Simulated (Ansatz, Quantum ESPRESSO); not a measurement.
# Mode couplings of Zr (P6_3/mmc) in a second program, part 2 of 3

Each step names its level of theory.

So far. Step 2 (Relaxing tightly for phonons): The largest force is now zero by symmetry and the largest stress component 0.0017 GPa. Step 3 (Ground state with pw.x): With these potentials, mesh and smearing the cell is at 0.049 GPa. The relaxed cell has a = 3.235, c = 5.164 Å (conventional setting).

**4. Phonons and couplings with ph.x: Fermi–Dirac smearing of 0.1 eV**

Level of this step: DFT PBE, scalar-relativistic, plane waves, GBRV ultrasoft pseudopotentials (Quantum ESPRESSO).

ph.x gives each mode's frequency and linewidth; λ of a mode follows from Gaussian double-delta sums over the k mesh, here at four widths.

Contents of ph.in:

```
phonons and couplings
 &inputph
    prefix='x',
    outdir='./tmp',
    tr2_ph=1.0d-15,
    fildyn='x.dyn',
    fildvscf='dvscf',
    ldisp=.true.,
    nq1=3,
    nq2=3,
    nq3=2,
    electron_phonon='simple',
    el_ph_ngauss=0,
    el_ph_sigma=0.00734986,
    el_ph_nsigma=4,
    alpha_mix(1)=0.5,
    amass(1)=91.224,
 /
```

Started as:

```console
$ OMP_NUM_THREADS=1 mpirun -n 4 ph.x -nk 4 -in ph.in > ph.x.log
```

Log:

```text
[banner, memory and clock lines left out]
Program PHONON v.7.5

     ./tmp/x.save/

     IMPORTANT: XC functional enforced from input :
     Exchange-correlation= PBE
                           (   1   4   3   4   0   0   0)
     Any further DFT definition will be discarded
     Please, verify this is what you really want

     G-vector sticks info

     negative rho (up, down):  1.239E-01 0.000E+00
     Reading collected, re-writing distributed wavefunctions in ./tmp/

     Dynamical matrices for ( 3, 3, 2)  uniform grid of q-points
     (   6 q-points):
       N         xq(1)         xq(2)         xq(3)
       1   0.000000000   0.000000000   0.000000000
       2   0.000000000   0.000000000  -0.313180661
       3   0.000000000   0.384900179   0.000000000
[...]
Number and degeneracy of irreps per q-point
       N         xq(1)         xq(2)         xq(3)   N irreps
       1   0.000000000   0.000000000   0.000000000       4
[...]
2   0.000000000   0.000000000  -0.313180661       2
        2   4
       3   0.000000000   0.384900179   0.000000000       6
     No degeneracy
       4   0.000000000   0.384900179  -0.313180661       6
     No degeneracy
       5   0.333333333   0.577350269   0.000000000       4
[...]
6   0.333333333   0.577350269  -0.313180661       3
        2   2   2

     Saving dvscf to file. Distribute only q points, not irreducible representations.

     Calculation of q =    0.0000000   0.0000000   0.0000000

     phonons and couplings

     bravais-lattice index     =            4
     lattice parameter (alat)  =       6.1125  a.u.
     unit-cell volume          =     315.7603 (a.u.)^3
     number of atoms/cell      =            2
     number of atomic types    =            1
     kinetic-energy cut-off    =      45.0000  Ry
     charge density cut-off    =     360.0000  Ry
     convergence threshold     =      1.0E-15
     beta                      =       0.5000
     number of iterations used =            4
     Exchange-correlation= PBE
                           (   1   4   3   4   0   0   0)

     celldm(1)=    6.11248  celldm(2)=    0.00000  celldm(3)=    1.59652
     celldm(4)=    0.00000  celldm(5)=    0.00000  celldm(6)=    0.00000

     crystal axes: (cart. coord. in units of alat)
               a(1) = (  1.0000  0.0000  0.0000 )
               a(2) = ( -0.5000  0.8660  0.0000 )
               a(3) = (  0.0000  0.0000  1.5965 )

     reciprocal axes: (cart. coord. in units 2 pi/alat)
               b(1) = (  1.0000  0.5774 -0.0000 )
               b(2) = (  0.0000  1.1547  0.0000 )
               b(3) = (  0.0000 -0.0000  0.6264 )

     Atoms inside the unit cell:

     Cartesian axes

     site n.  atom      mass           positions (alat units)
        1  Zr     91.2240   tau(    1) = (   -0.00000    0.57735    0.39913  )
[...]
The potential is recalculated from file :
     ./tmp/_ph0/x.q_6/x.save/charge-density

     negative rho (up, down):  1.239E-01 0.000E+00
     Starting wfcs are   26 atomic wfcs

     Band Structure Calculation
     Davidson diagonalization with overlap

     ethr =  4.17E-11,  avg # of iterations = 14.4

     End of band structure calculation

     Number of k-points >= 100: set verbosity='high' to print the bands.

     the Fermi energy is    14.0520 ev

     Writing config to output data dir ./tmp/_ph0/x.q_6/x.save/ :
     XML data file

     phonons and couplings

     bravais-lattice index     =            4
     lattice parameter (alat)  =       6.1125  a.u.
     unit-cell volume          =     315.7603 (a.u.)^3
     number of atoms/cell      =            2
     number of atomic types    =            1
     kinetic-energy cut-off    =      45.0000  Ry
     charge density cut-off    =     360.0000  Ry
     convergence threshold     =      1.0E-15
     beta                      =       0.5000
     number of iterations used =            4
     Exchange-correlation= PBE
                           (   1   4   3   4   0   0   0)

     celldm(1)=    6.11248  celldm(2)=    0.00000  celldm(3)=    1.59652
     celldm(4)=    0.00000  celldm(5)=    0.00000  celldm(6)=    0.00000

     crystal axes: (cart. coord. in units of alat)
[...]
a(2) = ( -0.5000  0.8660  0.0000 )
               a(3) = (  0.0000  0.0000  1.5965 )

     reciprocal axes: (cart. coord. in units 2 pi/alat)
[...]
b(2) = (  0.0000  1.1547  0.0000 )
               b(3) = (  0.0000 -0.0000  0.6264 )

     Atoms inside the unit cell:

     Cartesian axes

     site n.  atom      mass           positions (alat units)
        1  Zr     91.2240   tau(    1) = (   -0.00000    0.57735    0.39913  )
        2  Zr     91.2240   tau(    2) = (    0.50000    0.28868    1.19739  )

     Computing dynamical matrix for
                    q = (   0.3333333   0.5773503  -0.3131807 )

     12 Sym.Ops. (no q -> -q+G )

     G cutoff =  340.7041  (  36443 G-vectors)     FFT grid: ( 40, 40, 60)
     G cutoff =  170.3520  (  12899 G-vectors)  smooth grid: ( 27, 27, 48)

     number of k points=   248  Fermi-Dirac smearing, width (Ry)=  0.0073

     PseudoPot. # 1 for Zr read from file:
     ./pseudo/Zr.upf
     Pseudo is Ultrasoft + core correction, Zval = 12.0
     Using radial grid of  887 points,  6 beta functions with:
[...]
l(5) =   2
                l(6) =   2
     Q(r) pseudized with  6 coefficients,  rinner =    1.200   1.200   1.200
                                                       1.200   1.200

     Atomic displacements:
     There are    3 irreducible representations

[...]
Representation     2      2 modes -  To be done

     Representation     3      2 modes -  To be done

     Alpha used in Ewald sum =   2.8000

     negative rho (up, down):  1.239E-01 0.000E+00

[...]
End of self-consistent calculation

     Convergence has been achieved

     Representation #   2 modes #   3   4

     Self-consistent Calculation

[...]
End of self-consistent calculation

     Convergence has been achieved

     Representation #   3 modes #   5   6

     Self-consistent Calculation

      thresh= 1.000E-02 alpha_mix =  0.500 |ddv_scf|^2 =  1.302E-05

      thresh= 3.608E-04 alpha_mix =  0.500 |ddv_scf|^2 =  5.864E-06
```

Run time: 38 min. Hardware: 4 MPI ranks of Arm Neoverse V2, shared host.

The run was cut off at its time limit.

The run did not finish in the time allowed, so it gives no couplings or resistivity.

**5. Second program, ground state**

ph.x needs a tightly converged ground state on the same k mesh; the cell is that of the step before.

This step: DFT PBE, scalar-relativistic, plane waves, PseudoDojo norm-conserving pseudopotentials (Quantum ESPRESSO 7.5).

Contents of pw.in:

```
 &control
    calculation='scf',
    prefix='x',
    outdir='./tmp',
    pseudo_dir='./pseudo',
    tprnfor=.true.,
    tstress=.true.,
 /
 &system
    ibrav=4,
    celldm(1)=6.11247784,
    celldm(3)=1.59652259,
    nat=2,
    ntyp=1,
    ecutwfc=66.0,
    ecutrho=264.0,
    occupations='smearing',
    smearing='fd',
    degauss=0.00734986,
    nbnd=22,
 /
 &electrons
    conv_thr=1.0d-11,
    mixing_beta=0.5,
 /
ATOMIC_SPECIES
 Zr     91.2240  Zr.upf
ATOMIC_POSITIONS crystal
 Zr     0.333333333   0.666666667   0.250000000
 Zr     0.666666667   0.333333333   0.750000000
K_POINTS automatic
 8 8 4 0 0 0
```

Started as:

```console
$ OMP_NUM_THREADS=1 mpirun -n 4 pw.x -nk 4 -in pw.in > pw.x.log
```

Log:

```text
[banner, memory and clock lines left out]
Program PWSCF v.7.5

     G-vector sticks info

     bravais-lattice index     =            4
     lattice parameter (alat)  =       6.1125  a.u.
     unit-cell volume          =     315.7603 (a.u.)^3
     number of atoms/cell      =            2
     number of atomic types    =            1
     number of electrons       =        24.00
     number of Kohn-Sham states=           22
     kinetic-energy cutoff     =      66.0000  Ry
     charge density cutoff     =     264.0000  Ry
     scf convergence threshold =      1.0E-11
     mixing beta               =       0.5000
     number of iterations used =            8  plain     mixing
     Exchange-correlation= PBE
                           (   1   4   3   4   0   0   0)

     celldm(1)=   6.112478  celldm(2)=   0.000000  celldm(3)=   1.596523
     celldm(4)=   0.000000  celldm(5)=   0.000000  celldm(6)=   0.000000

     crystal axes: (cart. coord. in units of alat)
               a(1) = (   1.000000   0.000000   0.000000 )
               a(2) = (  -0.500000   0.866025   0.000000 )
               a(3) = (   0.000000   0.000000   1.596523 )

     reciprocal axes: (cart. coord. in units 2 pi/alat)
               b(1) = (  1.000000  0.577350 -0.000000 )
               b(2) = (  0.000000  1.154701  0.000000 )
               b(3) = (  0.000000 -0.000000  0.626361 )

     PseudoPot. # 1 for Zr read from file:
     ./pseudo/Zr.upf
     Pseudo is Norm-conserving + core correction, Zval = 12.0
     Using radial grid of 1622 points,  6 beta functions with:
                l(1) =   0
                l(2) =   0
                l(3) =   1
                l(4) =   1
                l(5) =   2
                l(6) =   2

     atomic species   valence    mass     pseudopotential
     Zr               12.00    91.22400     Zr( 1.00)

     24 Sym. Ops., with inversion, found (12 have fractional translation)

   Cartesian axes

     site n.     atom                  positions (alat units)
         1        Zr     tau(   1) = (  -0.0000000   0.5773503   0.3991306  )
         2        Zr     tau(   2) = (   0.5000000   0.2886751   1.1973919  )

     number of k points=    30  Fermi-Dirac smearing, width (Ry)=  0.0073
                       cart. coord. in units 2pi/alat
        k(    1) = (   0.0000000   0.0000000   0.0000000), wk =   0.0078125
        k(    2) = (   0.0000000   0.0000000   0.1565903), wk =   0.0156250
        k(    3) = (   0.0000000   0.0000000  -0.3131807), wk =   0.0078125
        k(    4) = (   0.0000000   0.1443376   0.0000000), wk =   0.0468750
        k(    5) = (   0.0000000   0.1443376   0.1565903), wk =   0.0937500
        k(    6) = (   0.0000000   0.1443376  -0.3131807), wk =   0.0468750
        k(    7) = (   0.0000000   0.2886751   0.0000000), wk =   0.0468750
        k(    8) = (   0.0000000   0.2886751   0.1565903), wk =   0.0937500
        k(    9) = (   0.0000000   0.2886751  -0.3131807), wk =   0.0468750
        k(   10) = (   0.0000000   0.4330127   0.0000000), wk =   0.0468750
        k(   11) = (   0.0000000   0.4330127   0.1565903), wk =   0.0937500
        k(   12) = (   0.0000000   0.4330127  -0.3131807), wk =   0.0468750
        k(   13) = (   0.0000000  -0.5773503   0.0000000), wk =   0.0234375
        k(   14) = (   0.0000000  -0.5773503   0.1565903), wk =   0.0468750
        k(   15) = (   0.0000000  -0.5773503  -0.3131807), wk =   0.0234375
        k(   16) = (   0.1250000   0.2165064   0.0000000), wk =   0.0468750
[...]
k(   23) = (   0.1250000   0.5051815   0.1565903), wk =   0.1875000
        k(   24) = (   0.1250000   0.5051815  -0.3131807), wk =   0.0937500
        k(   25) = (   0.2500000   0.4330127   0.0000000), wk =   0.0468750
        k(   26) = (   0.2500000   0.4330127   0.1565903), wk =   0.0937500
        k(   27) = (   0.2500000   0.4330127  -0.3131807), wk =   0.0468750
        k(   28) = (   0.2500000   0.5773503   0.0000000), wk =   0.0468750
        k(   29) = (   0.2500000   0.5773503   0.1565903), wk =   0.0937500
        k(   30) = (   0.2500000   0.5773503  -0.3131807), wk =   0.0468750

     Dense  grid:    22923 G-vectors     FFT dimensions: (  32,  32,  54)

     Initial potential from superposition of free atoms

     starting charge      23.9953, renormalised to      24.0000
     Starting wfcs are   20 randomized atomic wfcs +    2 random wfcs

     per-process dynamical memory:    23.8 Mb

     Self-consistent Calculation

     iteration #  1     ecut=    66.00 Ry     beta= 0.50
     Davidson diagonalization with overlap
     ethr =  1.00E-02,  avg # of iterations =  3.8

     Threshold (ethr) on eigenvalues was too large:
     Diagonalizing with lowered threshold

     Davidson diagonalization with overlap
     ethr =  1.37E-04,  avg # of iterations =  2.5

     total energy              =    -202.48331182 Ry
     estimated scf accuracy    <       0.03651938 Ry

     iteration #  2     ecut=    66.00 Ry     beta= 0.50
     Davidson diagonalization with overlap
     ethr =  1.52E-04,  avg # of iterations =  2.0

     total energy              =    -202.48615540 Ry
     estimated scf accuracy    <       0.00282968 Ry

     iteration #  3     ecut=    66.00 Ry     beta= 0.50
     Davidson diagonalization with overlap
     ethr =  1.18E-05,  avg # of iterations =  3.6

     total energy              =    -202.48646011 Ry
     estimated scf accuracy    <       0.00021103 Ry

     iteration #  4     ecut=    66.00 Ry     beta= 0.50
     Davidson diagonalization with overlap
     ethr =  8.79E-07,  avg # of iterations =  2.9

     total energy              =    -202.48647311 Ry
     estimated scf accuracy    <       0.00000633 Ry

     iteration #  5     ecut=    66.00 Ry     beta= 0.50
     Davidson diagonalization with overlap
     ethr =  2.64E-08,  avg # of iterations =  2.1

     total energy              =    -202.48647474 Ry
     estimated scf accuracy    <       0.00000154 Ry

     iteration #  6     ecut=    66.00 Ry     beta= 0.50
     Davidson diagonalization with overlap
     ethr =  6.41E-09,  avg # of iterations =  2.0

     total energy              =    -202.48647514 Ry
     estimated scf accuracy    <       0.00000008 Ry

     iteration #  7     ecut=    66.00 Ry     beta= 0.50
     Davidson diagonalization with overlap
     ethr =  3.20E-10,  avg # of iterations =  2.0

     total energy              =    -202.48647514 Ry
     estimated scf accuracy    <          4.3E-09 Ry

     iteration #  8     ecut=    66.00 Ry     beta= 0.50
     Davidson diagonalization with overlap
     ethr =  1.80E-11,  avg # of iterations =  2.0

     total energy              =    -202.48647514 Ry
     estimated scf accuracy    <          1.9E-10 Ry

     iteration #  9     ecut=    66.00 Ry     beta= 0.50
     Davidson diagonalization with overlap
     ethr =  8.10E-13,  avg # of iterations =  2.0

     End of self-consistent calculation

          k = 0.0000 0.0000 0.0000 (  2863 PWs)   bands (ev):

   -34.8108 -34.6608 -13.3235 -12.4734 -12.4734 -12.3383 -12.3359 -12.3359
     8.3975  11.0213  14.9034  14.9034  15.0322  15.1736  15.5862  15.5862
    16.1860  16.1860  18.4551  18.4551  23.1303  24.6092

          k = 0.0000 0.0000 0.1566 (  2827 PWs)   bands (ev):

   -34.7892 -34.6831 -13.1873 -12.4915 -12.4535 -12.4535 -12.3562 -12.3562
     8.8986  10.9243  14.4366  14.6645  14.7375  14.7375  15.2594  15.2594
    16.8507  16.8507  18.5099  18.5099  24.0355  24.7123

          k = 0.0000 0.0000-0.3132 (  2846 PWs)   bands (ev):

   -34.7364 -34.7364 -12.8479 -12.8479 -12.4050 -12.4050 -12.4050 -12.4050
    10.0920  10.0920  14.0768  14.0768  14.8131  14.8131  14.8131  14.8131
    17.9649  17.9649  17.9649  17.9649  24.4556  24.4556

          k = 0.0000 0.1443 0.0000 (  2849 PWs)   bands (ev):

   -34.7938 -34.6537 -13.2773 -12.5746 -12.5061 -12.4401 -12.3583 -12.3497
     8.8244  11.4015  14.1699  14.4049  15.2146  15.3050  15.6174  15.8194
    15.8442  15.9618  18.6967  19.5978  23.1507  25.6072

          k = 0.0000 0.1443 0.1566 (  2840 PWs)   bands (ev):

   -34.7735 -34.6745 -13.1593 -12.5688 -12.5395 -12.4835 -12.3959 -12.3729
     9.2960  11.3264  13.7251  14.2630  14.6445  15.0374  15.2764  15.5799
    16.6894  16.7787  18.6200  19.0603  24.5762  25.0192

          k = 0.0000 0.1443-0.3132 (  2850 PWs)   bands (ev):

   -34.7243 -34.7243 -12.8669 -12.8669 -12.4714 -12.4714 -12.4284 -12.4284
    10.4545  10.4545  13.7248  13.7248  14.6975  14.6975  15.1201  15.1201
    17.8844  17.8844  18.0503  18.0503  25.2063  25.2063

          k = 0.0000 0.2887 0.0000 (  2850 PWs)   bands (ev):

   -34.7505 -34.6385 -13.1528 -12.8185 -12.6788 -12.5805 -12.4192 -12.3865
     9.9160  12.0283  13.1442  13.5180  14.7292  15.2314  15.3208  16.4425
    16.5418  17.0034  19.0508  21.5477  22.8152  25.8284

          k = 0.0000 0.2887 0.1566 (  2859 PWs)   bands (ev):

   -34.7343 -34.6551 -13.1099 -12.7982 -12.7181 -12.5526 -12.4465 -12.4154
    10.2480  12.0351  12.8115  13.6690  14.3465  15.1384  15.3608  16.4446
    17.0159  17.0553  18.7624  20.0483  23.9115  26.3931

          k = 0.0000 0.2887-0.3132 (  2854 PWs)   bands (ev):

[...]
17.8968  17.8968  18.3269  18.3269  25.6180  25.6180

          k = 0.0000 0.4330 0.0000 (  2852 PWs)   bands (ev):

[...]
18.0799  18.3894  19.2453  22.3522  23.2425  23.3070

          k = 0.0000 0.4330 0.1566 (  2859 PWs)   bands (ev):

[...]
18.0878  18.1986  18.9806  20.5421  23.1331  24.8876

          k = 0.0000 0.4330-0.3132 (  2852 PWs)   bands (ev):

[...]
18.5573  18.5573  18.7522  18.7522  24.3987  24.3987

          k = 0.0000-0.5774 0.0000 (  2862 PWs)   bands (ev):

[...]
19.2981  19.3103  20.1562  20.4740  22.9461  23.5252

          k = 0.0000-0.5774 0.1566 (  2866 PWs)   bands (ev):

[...]
19.0236  19.2623  19.4929  20.0165  22.8528  23.6277

          k = 0.0000-0.5774-0.3132 (  2876 PWs)   bands (ev):

[...]
19.1421  19.1421  19.2285  19.2285  23.1411  23.1411

          k = 0.1250 0.2165 0.0000 (  2846 PWs)   bands (ev):

[...]
16.1499  16.8399  18.8566  21.1021  22.9633  26.5524

          k = 0.1250 0.2165 0.1566 (  2854 PWs)   bands (ev):

[...]
k = 0.1250 0.2165-0.3132 (  2848 PWs)   bands (ev):

[...]
k = 0.1250 0.3608 0.0000 (  2866 PWs)   bands (ev):

[...]
k = 0.1250 0.3608 0.1566 (  2855 PWs)   bands (ev):

[...]
k = 0.1250 0.3608-0.3132 (  2852 PWs)   bands (ev):

[...]
k = 0.1250 0.5052 0.0000 (  2863 PWs)   bands (ev):

[...]
k = 0.1250 0.5052 0.1566 (  2866 PWs)   bands (ev):

[...]
k = 0.1250 0.5052-0.3132 (  2860 PWs)   bands (ev):

[...]
k = 0.2500 0.4330 0.0000 (  2876 PWs)   bands (ev):

[...]
k = 0.2500 0.4330 0.1566 (  2866 PWs)   bands (ev):

[...]
17.9286  19.1998  20.1864  21.0695  23.1285  23.5599

          k = 0.2500 0.4330-0.3132 (  2860 PWs)   bands (ev):

   -34.6528 -34.6528 -13.1196 -13.1196 -12.7536 -12.7536 -12.5055 -12.5055
    11.9185  11.9185  13.3977  13.3977  13.9755  13.9755  15.8522  15.8522
    18.8242  18.8242  20.1981  20.1981  24.3747  24.3747

          k = 0.2500 0.5774 0.0000 (  2880 PWs)   bands (ev):

   -34.6544 -34.6339 -13.0565 -12.8969 -12.8498 -12.7972 -12.6646 -12.6588
    11.9722  12.4198  12.5193  13.1014  14.2336  14.4820  15.7283  18.1302
    18.6306  18.7620  20.4201  20.7041  21.4187  24.6442

          k = 0.2500 0.5774 0.1566 (  2869 PWs)   bands (ev):

   -34.6514 -34.6369 -13.0975 -13.0213 -12.9121 -12.7224 -12.6185 -12.5426
    11.9334  12.6820  12.8039  12.8195  14.0843  14.3432  15.7392  17.4399
    18.2318  18.8174  20.7693  20.9740  22.7947  24.1862

          k = 0.2500 0.5774-0.3132 (  2856 PWs)   bands (ev):

   -34.6441 -34.6441 -13.1259 -13.1259 -12.8275 -12.8275 -12.4991 -12.4991
    12.1650  12.1650  13.1981  13.1981  13.9771  13.9771  16.1222  16.1222
    18.5324  18.5324  21.4713  21.4713  23.5421  23.5421

     the Fermi energy is    14.0343 ev

!    total energy              =    -202.48647514 Ry
     estimated scf accuracy    <          9.0E-13 Ry
     smearing contrib. (-TS)   =      -0.00479022 Ry
     internal energy E=F+TS    =    -202.48168493 Ry

     The total energy is F=E-TS. E is the sum of the following terms:
     one-electron contribution =     -36.02863235 Ry
     hartree contribution      =      27.48269299 Ry
     xc contribution           =     -40.04790420 Ry
     ewald contribution        =    -153.88784136 Ry

     convergence has been achieved in   9 iterations

     Forces acting on atoms (cartesian axes, Ry/au):

     atom    1 type  1   force =     0.00000000   -0.00000000    0.00000000
     atom    2 type  1   force =     0.00000000    0.00000000    0.00000000

     Total force =     0.000000     Total SCF correction =     0.000000

     Computing stress (Cartesian axis) and pressure

          total   stress  (Ry/bohr**3)                   (kbar)     P=        2.30
   0.00001923   0.00000000  -0.00000000            2.83        0.00       -0.00
   0.00000000   0.00001923  -0.00000000            0.00        2.83       -0.00
   0.00000000  -0.00000000   0.00000845            0.00       -0.00        1.24

     XML data file, charge density, pseudopotentials, collected wavefunctions
```

Run time: 5.7 s. Hardware: 4 MPI ranks; 22 s of CPU time.

This step gave:

| Property | Result |
| --- | --- |
| pressure | 0.23 GPa |

With these potentials, mesh and smearing the cell is at 0.23 GPa.

[end of part 2 of 3]

[Logs are printed without paths, hosts, clocks, repeated set-up lines and the standing remarks that a program may print on its own settings, such as how far it seeks lower states.]

[Hosts, paths, dates, database ids (printed as entryN), source tags and the programs' standing remarks are cut or masked in the printed files.]
